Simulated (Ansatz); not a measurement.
# Bands, cutoff and cost in G0W0 for Diamond (Fd-3m, 2 atoms a cell)

Wanted: a G0W0 gap for Diamond (Fd-3m, 2 atoms a cell) that is converged in bands and cutoff, or an estimate of the limit.

Main program and level: Ansatz 0.2.0; G0W0 on PBE, plane waves, PAW; PAW set soft_1.

## Step 1: The structure

Symmetry: Fd-3m, No. 227, cubic system. Conventional cell: a = 3.567 Å, b = 3.567 Å, c = 3.567 Å, α = 90.00°, β = 90.00°, γ = 90.00°. C has 4 C at 1.54 Å nearest.

The cell and positions come from the Crystallography Open Database and are kept as given unless a step says otherwise.

## Step 2: 12 empty bands, screening to 60 eV

Now the one-shot GW correction: screening in the RPA, then the self-energy of the levels asked for. This step takes PAW set soft_1 files.

Input file input.yaml:

```yaml
crystal:
  lattice:
    - [0.0, 1.78337, 1.78337]
    - [1.78337, 0.0, 1.78337]
    - [1.78337, 1.78337, 0.0]
  atoms:
    - { symbol: C, position: [0.0, 0.0, 0.0] }
    - { symbol: C, position: [0.25, 0.25, 0.25] }
kpoints:
  mp_grid: { grid: [8, 8, 8] }
hamiltonian:
  xc: pbe
  pseudopotentials: { kind: paw, azcp: { folder: soft_1 } }
scf:
  occupations: { method: fixed }
gw:
  n_empty_bands: 12
  ecut_chi: 60
  qp_bands: [v2, c2]
  qp_kpoints: band_edges
  screening: { model: contour_deformation }
```

Launch:

```console
$ ansatz run input.yaml --threads 3 --pin off --max-ram 92160MiB --backend cuda --events-out ev --progress --plain --runs-dir out --devices 1 --max-vram 13GiB
```

Numbers of over 12 decimals in the logs are rounded to 6 here.

Log:

```text
GPUs: using 1 of 1 available (devices: 1).
Engine: ansatz 0.2.0, x86_64-unknown-linux-gnu
Pseudopotentials: kind: paw
Pseudopotential: C, paw, valence charge 4, recommended cutoff 420 eV (normal), soft_1/C.paw.azcp
Functional definition: PBE
  parameter kappa = 0.804
  parameter beta = 0.066725
  exchange = pbe_x(kappa = kappa, mu = beta*pi^2/3)
  correlation = pbe_c(beta = beta)
device memory: the entry about to start is reckoned to put 0.3 GiB on a device that reports 50.9 GiB free (of which the cap on the GPU budget leaves the run 13.0 GiB)
GPU FFT provider: cuFFT
GPU libraries: cuBLAS 13.8.2, cuFFT 12.4.0, cuSOLVER 12.3.4
Crystal: 2 atoms, lattice volume = 11.344 Å³
Basis set: ecut = 420 eV, 229 PW (Γ)
Bands: 8, of which v1, the nominal top of the filled ones, is band 4 counted from 1 (3 counted from 0)
Symmetry: 48 space group operations
Space group: Fd-3m (ITA 227), of the structure as read, at distance tolerance 2.2e-5 Å
k-points: 29 of 512
Non-local potential: C, projectors of the file, l = 0: 2, l = 1: 2, l = 2: 1
PAW form: soft (Blöchl's): semilocal exchange-correlation on the pseudo side does not see the compensation charge
PAW one-centre angular grid: C, 110 points (default); XC on 64 Gauss nodes
Initial density: superposition of atomic densities (chi_scale 0.1, normalization cell)
Initial wavefunctions: pseudopotential atomic-orbital guess
GPU buffer pool allocated for 5832 grid points (all kernels)
GPU transforms: local potential and band sums: pruned to the plane-wave sphere, on 18×18×18
Functional: x = pbe(κ = 0.804, μ = 0.219515), c = pbe(β = 0.066725)
SCF iter   1: F=—  HF=-502.167542 eV  |F-HF|=—  |Δ(HF+E_count)|=         —  Δρ=1.39e-1  dr2=1.54e0  ethr=3.10e-3  ⟨swp⟩=4.0  Hψ=1373  notcnv=0  defer=47
preconditioner: auto → none  [insulator: Δε(μ)=4.822 eV  Ē_g=19.616 eV  n_scr=0 (ndim 8)  ℏωp=31.2 eV  f_vac=0.000  ε∞_Penn≈3.5]
SCF iter   2: F=—  HF=-501.665307 eV  |F-HF|=—  |Δ(HF+E_count)|=   5.02e-1  Δρ=5.56e-2  dr2=2.18e-1  ethr=3.10e-3  ⟨swp⟩=2.7  Hψ=635  notcnv=0  defer=42
SCF iter   3: F=—  HF=-501.613143 eV  |F-HF|=—  |Δ(HF+E_count)|=   5.22e-2  Δρ=5.96e-3  dr2=1.30e-3  ethr=2.72e-3  ⟨swp⟩=3.0  Hψ=414  notcnv=0  defer=50
SCF iter   4: F=—  HF=-501.613647 eV  |F-HF|=—  |Δ(HF+E_count)|=   5.04e-4  Δρ=2.75e-4  dr2=3.61e-6  ethr=1.62e-5  ⟨swp⟩=2.9  Hψ=355  notcnv=0  defer=56
SCF iter   5: F=-501.613649 eV  HF=-501.613649 eV  |F-HF|=6.66e-8  |Δ(HF+E_count)|=   2.09e-6  Δρ=3.58e-5  dr2=3.50e-8  ethr=1.25e-9  ⟨swp⟩=5.0  Hψ=1115  notcnv=0
SCF 1 converged in 5 iterations: F = -501.613649 eV  dr2 = 3.50e-8
  greatest PAW one-centre occupation: 0.646 electrons in one spin orbital (limit 2), on the C atom at site 1 (counted from 0), in its partial waves of l = 0
device memory: the entry about to start is reckoned to put 0.4 GiB on a device that reports 49.6 GiB free (of which the cap on the GPU budget leaves the run 13.0 GiB)
NSCF: frozen V_eff on 29 k-points, pencils in batches of 32, up to order 32
the band table was solved once the SCF had ended and its energy, with any forces and stress, was formed, with the checks that follow a solve (1701 applications of the Hamiltonian). They found nothing against the state; the energy, forces and stress were not computed again (output.eigenvalues in the input reference)
device memory: the entry about to start is reckoned to put 0.4 GiB on a device that reports 47.7 GiB free (of which the cap on the GPU budget leaves the run 13.0 GiB)
NSCF: frozen V_eff on 29 k-points, pencils in batches of 32, up to order 84
G₀W₀ screening: q 1/29
[... further progress lines ...]
SCF converged after 5 iterations
Free energy (F): -501.613649 eV
Harris-Foulkes:  -501.613649 eV  (|F-HF|=6.66e-8)
Internal energy: -501.613649 eV  (E = F + TS)
E sigma→0 (E₀):  -501.613649 eV
Fermi energy:    13.347481 eV
--- Per-component energies (eV) ---
  E_band       = 34.937870
  E_kinetic    = 179.785607
  E_local      = -110.390509  (includes V_loc(G=0)·N_el)
  E_nonlocal   = 45.822306
  E_hartree    = 26.465699
  E_xc         = -95.426043
  E_vxc        = -117.854629  (∫ρ·V_xc dr)
  E_paw        = -199.909389  (= ΣΔE_a)
  E_vpaw       = -15.356133  (= ΣTr[D̂ρ^β])
  E_aug_tail   = 0.000043  (compensation charges beyond the density's cutoff)
  E_ewald      = -347.961363
  E_smearing   = -0.000000  (= −TS)
  E_closure    = 0.000000  (closes the sum)
  Σ components = -501.613649   (vs F -501.613649, Δ=0.00e0)
--- Band table (eV; the first three rows and the last of 29) ---
  k-point 0: bands = ["-8.1402", "13.3475", "13.3475", "13.3475", "18.9397", "18.9397", "18.9397", "26.5977"]
  k-point 1: bands = ["-7.7079", "10.9318", "12.6943", "12.6943", "19.7965", "19.7965", "20.2203", "26.9709"]
  k-point 2: bands = ["-6.4242", "6.7537", "11.5977", "11.5977", "21.1373", "21.1373", "21.4784", "27.9260"]
  k-point 28: bands = ["1.3678", "1.3678", "5.0186", "5.0186", "23.9675", "23.9675", "25.6379", "25.6379"]
--- G₀W₀: contour deformation, 5 samples at zero and on the imaginary axis and 2 off it, 512 q-points, 12 empty bands' worth ---
  eigenvalues of the whole cell's RPA ε∞ on this k-mesh (on a slab, of 1 + 4πα/V) = 5.8466, 5.8466, 5.8466; static W/v taken at q = 0 is 0.171039
  bands read: the sum over 16 bands ends inside a degenerate multiplet in 4 slots, whose members it reads at an even weight; the widest, k=0: bands 16 to 18 (counted from 1) at 1/3 each
  gw.qp_kpoints: band_edges: 14 of 29 stored k-points solved, in 2 passes; an edge of the gap read off the rows below is read off those points alone
    valence top: of the k-points left out ik 10 came nearest to being solved in a further pass, in band 4 (counted from 1, as in the quasiparticle table): it holds the edge there only if its correction is more favourable than any solved in that band by at least 1.844 eV; those differ by 0.859 eV
    conduction bottom: of the k-points left out ik 13 came nearest to being solved in a further pass, in band 5 (counted from 1, as in the quasiparticle table): it holds the edge there only if its correction is more favourable than any solved in that band by at least 0.954 eV; those differ by 0.851 eV
    ik  band        ε_KS         Σx   Σc(E_QP)       V_xc       Z   E_QP_lin       E_QP  E_QP is
     0     3     13.3475   -20.0923     2.7023   -17.7677  0.8368    13.7246    13.7251  root
     0     4     13.3475   -20.0923     2.7023   -17.7677  0.8368    13.7246    13.7251  root
     0     5     18.9397   -10.2647    -4.2383   -16.3866  0.8382    20.8394    20.8233  root
     0     6     18.9397   -10.2647    -4.2383   -16.3866  0.8382    20.8394    20.8233  root
     1     3     12.6943   -20.0846     2.8255   -17.5688  0.8347    13.0035    13.0040  root
     1     4     12.6943   -20.0846     2.8255   -17.5688  0.8347    13.0035    13.0040  root
     1     5     19.7965   -10.1919    -4.4399   -16.5994  0.8355    21.7835    21.7641  root
     1     6     19.7965   -10.1919    -4.4399   -16.5994  0.8355    21.7835    21.7641  root
     2     3     11.5977   -20.3638     3.1697   -17.3785  0.8304    11.7820    11.7821  root
     2     4     11.5977   -20.3638     3.1697   -17.3785  0.8304    11.7820    11.7821  root
     2     5     21.1373    -9.6935    -4.8604   -16.6211  0.8311    23.2299    23.2045  root
     2     6     21.1373    -9.6935    -4.8604   -16.6211  0.8311    23.2299    23.2045  root
     3     3     10.8130   -20.6651     3.4552   -17.3064  0.8269    10.9095    10.9095  root
     3     4     10.8130   -20.6651     3.4552   -17.3064  0.8269    10.9095    10.9095  root
     3     5     21.7376    -9.1416    -5.0314   -16.2105  0.8312    23.8007    23.7751  root
     3     6     21.7376    -9.1416    -5.0314   -16.2105  0.8312    23.8007    23.7751  root
     4     3     10.5396   -20.7814     3.5575   -17.2908  0.8257    10.6064    10.6064  root
     4     4     10.5396   -20.7814     3.5575   -17.2908  0.8257    10.6064    10.6064  root
     4     5     21.8142    -8.9302    -5.0416   -15.9712  0.8323    23.8380    23.8135  root
     4     6     21.8142    -8.9302    -5.0416   -15.9712  0.8323    23.8380    23.8135  root
     5     3     11.6214   -20.0379     3.0183   -17.2060  0.8311    11.8077    11.8078  root
     5     4     12.0201   -20.8174     3.1550   -17.8415  0.8311    12.1990    12.1991  root
     5     5     18.5302   -10.1914    -4.1947   -16.1300  0.8403    20.2875    20.2741  root
     5     6     21.1511   -10.1817    -4.7139   -16.9960  0.8307    23.2771    23.2514  root
[...]
27     3      6.0256   -20.9987     4.5988   -16.0064  0.8005     5.6308     5.6321  root
    27     4      6.0256   -20.9987     4.5988   -16.0064  0.8005     5.6308     5.6321  root
    27     5     20.2221    -8.8447    -4.7100   -15.0264  0.8412    21.7052    21.6938  root
    27     6     20.2221    -8.8447    -4.7100   -15.0264  0.8412    21.7052    21.6938  root
    28     3      5.0186   -20.7255     4.7941   -15.4497  0.7922     4.5348     4.5370  root
    28     4      5.0186   -20.7255     4.7941   -15.4497  0.7922     4.5348     4.5370  root
    28     5     23.9675    -7.7279    -5.3768   -14.8953  0.8267    25.7835    25.7581  root
    28     6     23.9675    -7.7279    -5.3768   -14.8953  0.8267    25.7835    25.7581  root
```

The job ended after 17 s (1 × NVIDIA H100 80GB HBM3 (shared by 6 runs) with 3 threads of AMD EPYC 7R13 (Zen 3), shared host; peak memory 0.93 GiB; 15 s of CPU time).

Reading the cycles: dr2 is the Hartree energy of the density residual (eV), the measure of convergence; HF is the Harris–Foulkes estimate of the energy, which meets the free energy F at convergence.

Numbers from this step:

* bands summed: 16
* RPA ε∞ on this mesh (eigenvalues): 5.847, 5.847, 5.847
* plane waves in the screening matrix: 15
* q-points in the mesh: 512
* G0W0 gap on the mesh: 5.062 eV
* k of the valence top: 0, 0, 0
* k of the conduction bottom: 0, 0.375, 0.375
* starting gap on the mesh: 4.141 eV
* Z at the valence top: 0.8368
* Z at the conduction bottom: 0.8473
* least direct G0W0 gap on the computed points: 7.098 eV

The gap on the mesh goes from 4.14 eV to 5.06 eV, a correction of +0.92 eV. Between the two edge states, bare exchange in place of the xc potential would open the gap by 7.80 eV, and correlation takes back 6.88 eV.

## Step 3: 33 empty bands, screening to 120 eV

Bands and screening cutoff are moved together, since each hides the error of the other.

input.yaml: that of step 2 with these lines changed.

```diff
@@ -16,4 +16,4 @@
 gw:
-  n_empty_bands: 12
-  ecut_chi: 60
+  n_empty_bands: 33
+  ecut_chi: 120
   qp_bands: [v2, c2]
```

Log:

```text
GPUs: using 1 of 1 available (devices: 1).
[...]
GPU FFT provider: cuFFT
GPU libraries: cuBLAS 13.8.2, cuFFT 12.4.0, cuSOLVER 12.3.4
Crystal: 2 atoms, lattice volume = 11.344 Å³
Basis set: ecut = 420 eV, 229 PW (Γ)
Bands: 8, of which v1, the nominal top of the filled ones, is band 4 counted from 1 (3 counted from 0)
Symmetry: 48 space group operations
[...]
k-points: 29 of 512
[...]
GPU buffer pool allocated for 5832 grid points (all kernels)
[...]
SCF iter   1: F=—  HF=-502.167542 eV  |F-HF|=—  |Δ(HF+E_count)|=         —  Δρ=1.39e-1  dr2=1.54e0  ethr=3.10e-3  ⟨swp⟩=4.0  Hψ=1373  notcnv=0  defer=47
[...]
SCF iter   5: F=-501.613649 eV  HF=-501.613649 eV  |F-HF|=6.66e-8  |Δ(HF+E_count)|=   2.09e-6  Δρ=3.58e-5  dr2=3.50e-8  ethr=1.25e-9  ⟨swp⟩=5.0  Hψ=1115  notcnv=0
SCF 1 converged in 5 iterations: F = -501.613649 eV  dr2 = 3.50e-8
[...]
NSCF: frozen V_eff on 29 k-points, pencils in batches of 32, up to order 32
[...]
G₀W₀ screening: q 1/29
[... further progress lines ...]
SCF converged after 5 iterations
Free energy (F): -501.613649 eV
[...]
Internal energy: -501.613649 eV  (E = F + TS)
E sigma→0 (E₀):  -501.613649 eV
Fermi energy:    13.347481 eV
[...]
--- Band table (eV; the first three rows and the last of 29) ---
[...]
0     3     13.3475   -20.0923     1.9366   -17.7677  0.8297    12.9589    12.9594  root
     0     4     13.3475   -20.0923     1.9366   -17.7677  0.8297    12.9589    12.9594  root
     0     5     18.9397   -10.2647    -4.8744   -16.3866  0.8298    20.1939    20.1871  root
     0     6     18.9397   -10.2647    -4.8744   -16.3866  0.8298    20.1939    20.1871  root
     1     3     12.6943   -20.0846     2.0883   -17.5688  0.8279    12.2661    12.2668  root
     1     4     12.6943   -20.0846     2.0883   -17.5688  0.8279    12.2661    12.2668  root
     1     5     19.7965   -10.1919    -5.1111   -16.5994  0.8266    21.1010    21.0930  root
     1     6     19.7965   -10.1919    -5.1111   -16.5994  0.8266    21.1010    21.0930  root
[...]
28     3      5.0186   -20.7255     4.2987   -15.4497  0.7904     4.0323     4.0416  root
    28     4      5.0186   -20.7255     4.2987   -15.4497  0.7904     4.0323     4.0416  root
    28     5     23.9675    -7.7279    -6.0540   -14.8953  0.8195    25.0900    25.0809  root
    28     6     23.9675    -7.7279    -6.0540   -14.8953  0.8195    25.0900    25.0809  root
```

The job ended after 14 s (1 × NVIDIA H100 80GB HBM3 (shared by 6 runs) with 3 threads; peak memory 0.96 GiB; 11 s of CPU time).

This step gave:

```yaml
bands_summed: 37
rpa_eps_infinity_on_this_mesh_eigenvalues: 5.772, 5.772, 5.772
plane_waves_in_the_screening_matrix: 27
q_points_in_the_mesh: 512
g0w0_gap_on_the_mesh: 5.330 eV
k_of_the_valence_top: 0, 0, 0
k_of_the_conduction_bottom: 0, 0.375, 0.375
starting_gap_on_the_mesh: 4.141 eV
z_at_the_valence_top: 0.8297
z_at_the_conduction_bottom: 0.8405
least_direct_g0w0_gap_on_the_computed_points: 7.228 eV
```

Against the run with 8×8×8 mesh, 12 empty bands, screening to 60 eV, PAW set soft_1 files, the gap moves by +0.27 eV.

## Step 4: 72 empty bands, screening to 200 eV

input.yaml: that of step 3 with these lines changed.

```diff
@@ -16,4 +16,4 @@
 gw:
-  n_empty_bands: 33
-  ecut_chi: 120
+  n_empty_bands: 72
+  ecut_chi: 200.0
   qp_bands: [v2, c2]
```

Log:

```text
GPUs: using 1 of 1 available (devices: 1).
[...]
GPU FFT provider: cuFFT
GPU libraries: cuBLAS 13.8.2, cuFFT 12.4.0, cuSOLVER 12.3.4
Crystal: 2 atoms, lattice volume = 11.344 Å³
Basis set: ecut = 420 eV, 229 PW (Γ)
Bands: 8, of which v1, the nominal top of the filled ones, is band 4 counted from 1 (3 counted from 0)
Symmetry: 48 space group operations
[...]
k-points: 29 of 512
[...]
1     6     19.7965   -10.1919    -5.3972   -16.5994  0.8248    20.8116    20.8068  root
[...]
28     3      5.0186   -20.7255     4.0533   -15.4497  0.7895     3.7813     3.7962  root
    28     4      5.0186   -20.7255     4.0533   -15.4497  0.7895     3.7813     3.7962  root
    28     5     23.9675    -7.7279    -6.3137   -14.8953  0.8180    24.8265    24.8213  root
    28     6     23.9675    -7.7279    -6.3137   -14.8953  0.8180    24.8265    24.8213  root
[key lines of the parts left out:]
SCF converged after 5 iterations
Free energy (F): -501.613649 eV
Fermi energy:    13.347481 eV
```

Elapsed: 17 s, on 1 × NVIDIA H100 80GB HBM3 (shared by 6 runs) with 3 threads; peak memory 0.96 GiB.

This step gave:

* bands summed: 76
* RPA ε∞ on this mesh (eigenvalues): 5.608, 5.608, 5.608
* plane waves in the screening matrix: 65
* G0W0 gap on the mesh: 5.472 eV
* k of the valence top: 0, 0, 0
* k of the conduction bottom: 0, 0.375, 0.375
* starting gap on the mesh: 4.141 eV
* least direct G0W0 gap on the computed points: 7.338 eV

Against the run with 8×8×8 mesh, 33 empty bands, screening to 120 eV, PAW set soft_1 files, the gap moves by +0.14 eV.

## Step 5: Changing the k mesh: 6×6×6 mesh, 33 empty bands, screening to 120 eV, PAW set soft_1 files

Only the mesh changes. It samples the long-range screening, which converges on its own terms. Bands and cutoff differ from the step before, so it is read against an earlier run that matches them.

input.yaml: that of step 4 with these lines changed.

```diff
@@ -9,3 +9,3 @@
 kpoints:
-  mp_grid: { grid: [8, 8, 8] }
+  mp_grid: { grid: [6, 6, 6] }
 hamiltonian:
@@ -16,4 +16,4 @@
 gw:
-  n_empty_bands: 72
-  ecut_chi: 200.0
+  n_empty_bands: 33
+  ecut_chi: 120
   qp_bands: [v2, c2]
```

Log:

```text
GPUs: using 1 of 1 available (devices: 1).
[...]
GPU FFT provider: cuFFT
GPU libraries: cuBLAS 13.8.2, cuFFT 12.4.0, cuSOLVER 12.3.4
Crystal: 2 atoms, lattice volume = 11.344 Å³
Basis set: ecut = 420 eV, 229 PW (Γ)
Bands: 8, of which v1, the nominal top of the filled ones, is band 4 counted from 1 (3 counted from 0)
Symmetry: 48 space group operations
[...]
k-points: 16 of 216
[...]
1     6     20.2818   -10.0347    -5.3087   -16.6631  0.8241    21.6107    21.6016  root
[...]
15     3      5.5330   -20.8980     4.1883   -15.7555  0.7944     4.5712     4.5788  root
    15     4      5.5330   -20.8980     4.1883   -15.7555  0.7944     4.5712     4.5788  root
    15     5     21.5692    -8.6416    -5.5962   -15.2443  0.8278    22.5819    22.5757  root
    15     6     21.5692    -8.6416    -5.5962   -15.2443  0.8278    22.5819    22.5757  root
[key lines of the parts left out:]
SCF converged after 5 iterations
Free energy (F): -501.605085 eV
Fermi energy:    13.350618 eV
```

It took 9.9 s on 1 × NVIDIA H100 80GB HBM3 (shared by 6 runs) with 3 threads; peak memory 0.96 GiB.

Numbers from this step:

```yaml
bands_summed: 37
rpa_eps_infinity_on_this_mesh_eigenvalues: 6.009, 6.009, 6.009
plane_waves_in_the_screening_matrix: 27
g0w0_gap_on_the_mesh: 5.389 eV
k_of_the_valence_top: 0, 0, 0
k_of_the_conduction_bottom: 0, 0.3333, 0.3333
starting_gap_on_the_mesh: 4.159 eV
least_direct_g0w0_gap_on_the_computed_points: 7.232 eV
```

Against the run with 8×8×8 mesh, 33 empty bands, screening to 120 eV, PAW set soft_1 files, the gap moves by +0.06 eV. A band edge is found at another k point on this mesh.

(Part 1 of 2 ends here.)

[Paths, hosts, dates, memory and timing lines, banners, echoed tables and standing remarks are left out of the program output.]

[Logs are printed without paths, hosts, clocks, repeated set-up lines and the standing remarks that a program may print on its own settings, such as how far it seeks lower states.]

[Runs of the session that timed out or met a known fault of the program may be left out.]

[Cells called generated may have been cut or substituted from an entry of the Crystallography Open Database or the Materials Project.]

[Hosts, paths, dates, database ids (printed as entryN), source tags and the programs' standing remarks are cut or masked in the printed files.]
